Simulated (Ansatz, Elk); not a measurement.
**Bonding as seen by X-rays: Mg6BRh**

Structure refinements treat a crystal as free atoms side by side. For a made-up structure of Mg6BRh (cell and positions from a PBE relaxation) the runs below show what the calculated density changes in F(hkl).

Main program and level: Elk 11.2.3 (patched build); DFT, PBE, all-electron APW+lo, Dirac cores, scalar-relativistic bands, static density, no spin.

This account leaves out most program logs.

The structure was built from a prototype and need not be the compound's stable phase.

## (1) Set-up

It takes space group P4/mmm (No. 123, tetragonal). Conventional cell: a = 4.064 Å, b = 4.064 Å, c = 8.362 Å, α = 90.00°, β = 90.00°, γ = 90.00°. Rh has 12 Mg at 2.87 to 2.93 Å nearest. Nearest to Mg lie 8 Mg at 2.87 to 2.93 Å and 2 B at 2.90 Å and 2 Rh at 2.93 Å. Mg has 4 Rh at 2.87 Å and 8 Mg at 2.93 Å nearest. Nearest to Mg lie 4 B at 2.87 Å and 8 Mg at 2.90 Å. Nearest to B lie 12 Mg at 2.87 to 2.90 Å. Farther neighbours are not listed.

## (2) Ground state and structure factors

An all-electron density is needed, since X-rays see the cores too. Task 0 finds the density and task 195 Fourier-transforms it; tshift is off so that phases refer to the origin typed.

Input file elk.in:

```
tasks
  0
  195

xctype
  20

spinpol
  .false.

rgkmax
  7.0

gmaxvr
  14.0

lmaxo
  7

lmaxapw
  8

swidth
  0.002

tshift
  .false.

ramdisk
  .false.

hmaxvr
  5.5

maxscl
  120

epspot
  1e-06

sppath
  './'

avec
  7.67901576104 0.00000000000 0.00000000000
  0.00000000000 7.67901576104 0.00000000000
  0.00000000000 0.00000000000 15.80263391257

atoms
  3
  'Rh.in'
  1
  0.0000000000 0.0000000000 0.5000000000   0.000000 0.000000 0.000000
  'Mg.in'
  6
  0.0000000000 0.5000000000 0.7524842954   0.000000 0.000000 0.000000
  0.0000000000 0.5000000000 0.2475157046   0.000000 0.000000 0.000000
  0.5000000000 0.0000000000 0.7524842954   0.000000 0.000000 0.000000
  0.5000000000 -0.0000000000 0.2475157046   0.000000 0.000000 0.000000
  0.5000000000 0.5000000000 0.5000000000   0.000000 0.000000 0.000000
  0.5000000000 0.5000000000 0.0000000000   0.000000 0.000000 0.000000
  'B.in'
  1
  0.0000000000 0.0000000000 0.0000000000   0.000000 0.000000 0.000000

ngridk
  6 6 3
```

Started as:

```bash
OMP_NUM_THREADS=4 elk
```

Wall time 50 s (4 threads of Arm Neoverse V2, shared host); peak memory 0.29 GiB.

SFACRHO.OUT:

```text

h k l indices transformed by vhmat matrix:
   1.000000000       0.000000000       0.000000000    
   0.000000000       1.000000000       0.000000000    
   0.000000000       0.000000000       1.000000000    

      h      k      l  multipl.   |H|            Re(F)            Im(F)           |F|

      0      0      0      1   0.0000000       122.00000      0.25416588E-16   122.00000    
      0      0      1      2  0.39760367      -38.482107      0.60358629E-14   38.482107    
      0      0     -2      2  0.79520735       24.684234      0.12114067E-13   24.684234    
      0     -1      0      4  0.81822795       24.544870      0.12047931E-13   24.544870    
      0     -1     -1      8  0.90971735      -36.175934      0.32761310E-15   36.175934    
      0      1     -2      8   1.1409872       22.628307      0.59055244E-14   22.628307    
     -1      1      0      4   1.1571491       22.526350      0.32469954E-14   22.526350    
      0      0     -3      2   1.1928110      -35.771747     -0.16187494E-13   35.771747    
     -1     -1     -1      8   1.2235533      -34.414705     -0.13674716E-13   34.414705    
     -1     -1     -2      8   1.4040472       88.857322     -0.21122367E-14   88.857322    
     -1      0     -3      8   1.4464768      -32.258919     -0.77541149E-14   32.258919    
      0      0      4      2   1.5904147       84.891663     -0.20624213E-13   84.891663    
      2      0      0      4   1.6364559       83.997988      0.20677652E-13   83.997988    
      1     -1     -3      8   1.6618640      -29.402002     -0.17326101E-13   29.402002    
     -2      0      1      8   1.6840655      -30.248084      0.58278454E-14   30.248084    
      0      1      4      8   1.7885513       18.562195     -0.22134391E-13   18.562195    
      0     -2     -2      8   1.8194347       18.410499      0.13089052E-13   18.410499    
      2      1      0      8   1.8296133       18.350251     -0.16894902E-13   18.350251
```

Elk indexes on the primitive cell of elk.in and gives |H| = 4π sin θ/λ in inverse bohr. Below, one row stands for each form hkl of the conventional cell (m members, Friedel mates merged), F is for one primitive cell and the density is static (no thermal factor). Free-atom factors are Waasmaier and Kirfel's, and R is Σm||F|−|F'||/Σm|F|.

```tsv
hkl	m	sin θ/λ (Å⁻¹)	abs F, DFT	neutral atoms	diff.
001	2	0.060	38.482	38.402	+0.080
002	2	0.120	24.684	24.415	+0.269
100	4	0.123	24.545	24.286	+0.259
101	8	0.137	36.176	36.279	-0.103
102	8	0.172	22.628	22.473	+0.155
110	4	0.174	22.526	22.375	+0.152
003	2	0.179	35.772	36.051	-0.279
111	8	0.184	34.415	34.703	-0.288
112	8	0.211	88.857	89.517	-0.660
103	8	0.217	32.259	32.549	-0.290
004	2	0.239	84.892	85.432	-0.540
200	4	0.246	83.998	84.529	-0.531
113	8	0.250	29.402	29.492	-0.090
201	8	0.253	30.248	30.345	-0.097
```

## (3) The highest occupied states alone

An energy window below the Fermi level keeps the highest occupied states, to see at which angles they scatter; shallow core shells can lie inside it and anion s states outside. No new self-consistency is needed.

Changes to elk.in since step 2:

```diff
@@ -1,3 +1,2 @@
 tasks
-  0
   195
@@ -40,2 +39,5 @@
 
+wsfac
+  -0.368500 0.482740
+
 sppath
```

Started as:

```bash
OMP_NUM_THREADS=4 elk
```

Run time: 15 s. Hardware: 4 threads; peak memory 0.18 GiB; 17 s of CPU time.

States within 15 eV below the Fermi level hold 24.00 electrons; any levels below the window count with the cores. Their amplitudes can exceed the total, where window and core parts have opposite phase:

```tsv
hkl	sin θ/λ (Å⁻¹)	abs F, window	abs F, all
001	0.060	5.443	38.482
002	0.120	7.058	24.684
100	0.123	6.958	24.545
101	0.137	3.876	36.176
102	0.172	5.377	22.628
110	0.174	5.293	22.526
003	0.179	2.887	35.772
111	0.184	2.780	34.415
112	0.211	3.277	88.857
103	0.217	2.163	32.259
```

## (4) Another functional

The difference from free atoms is small, so it is set against the change that PBEsol makes.

Changes to elk.in since step 3:

```diff
@@ -1,2 +1,3 @@
 tasks
+  0
   195
@@ -4,3 +5,3 @@
 xctype
-  20
+  22
 
@@ -39,5 +40,2 @@
 
-wsfac
-  -0.368500 0.482740
-
 sppath
```

Started as:

```bash
OMP_NUM_THREADS=4 elk
```

Elapsed: 51 s, on 4 threads; peak memory 0.29 GiB.

Against the first run R = 0.04 %; the largest change is -0.040 at 204.

## (5) Basis size

The basis and the expansions that go with it are enlarged, to see whether the differences are converged.

Changes to elk.in since step 4:

```diff
@@ -5,3 +5,3 @@
 xctype
-  22
+  20
 
@@ -11,12 +11,12 @@
 rgkmax
-  7.0
+  8.5
 
 gmaxvr
-  14.0
+  18.0
 
 lmaxo
-  7
+  9
 
 lmaxapw
-  8
+  10
```

Started as:

```bash
OMP_NUM_THREADS=4 elk
```

Wall time 2.4 min (4 threads); peak memory 0.61 GiB; 7.1 min of CPU time.

Against the first run R = 0.01 %; the largest change is -0.004 at 400.

## (6) Settings against the effect

```tsv
run	R against the first run (%)	R against neutral atoms, low angle (%)	wall time
PBE, rgkmax 7	0.00	0.60	50 s
PBEsol	0.04	0.61	51 s
rgkmax 8.5 with larger expansions	0.01	0.59	2.4 min
```

## (7) What came out

```yaml
r_against_neutral_atoms_sin_theta_lambda_0p3_a_minus1: 0.60 %
r_against_neutral_atoms_0p3_to_0p69_a_minus1: 0.17 %
```

**Reading.** Independent neutral atoms miss the calculated amplitudes by R = 0.60 % below 0.3 Å⁻¹ and 0.17 % from there to 0.69 Å⁻¹; by shells, 0.50 % below 0.15 Å⁻¹ (4 forms), 0.61 % 0.15 to 0.3 (16 forms), 0.16 % 0.3 to 0.45 (31 forms), 0.18 % above 0.45 (98 forms). Bonding, aspherical density and the tables' own atoms all enter these figures, and the runs don't part them. The largest change of an amplitude is -0.66 electrons, at 112. The window's part falls from 24.0 electrons at the origin to at most 0.27 between 0.45 and 0.69 Å⁻¹. Below 0.3 Å⁻¹ the changes that finished (PBEsol and rgkmax 8.5 with larger expansions) move F by R = 0.03 % at most, against the 0.60 % that separates it from free atoms. The k-mesh has no finished test. These runs have no spin, though d or f shells may be open. Part of the difference isn't bonding: the tables are fits to free atoms and ions calculated by other methods than this functional. Thermal motion, anomalous dispersion and extinction are left out.

[Logs are printed without paths, hosts, clocks, repeated set-up lines and the standing remarks that a program may print on its own settings, such as how far it seeks lower states.]

[Hosts, paths, dates, database ids (printed as entryN), source tags and the programs' standing remarks are cut or masked in the printed files.]
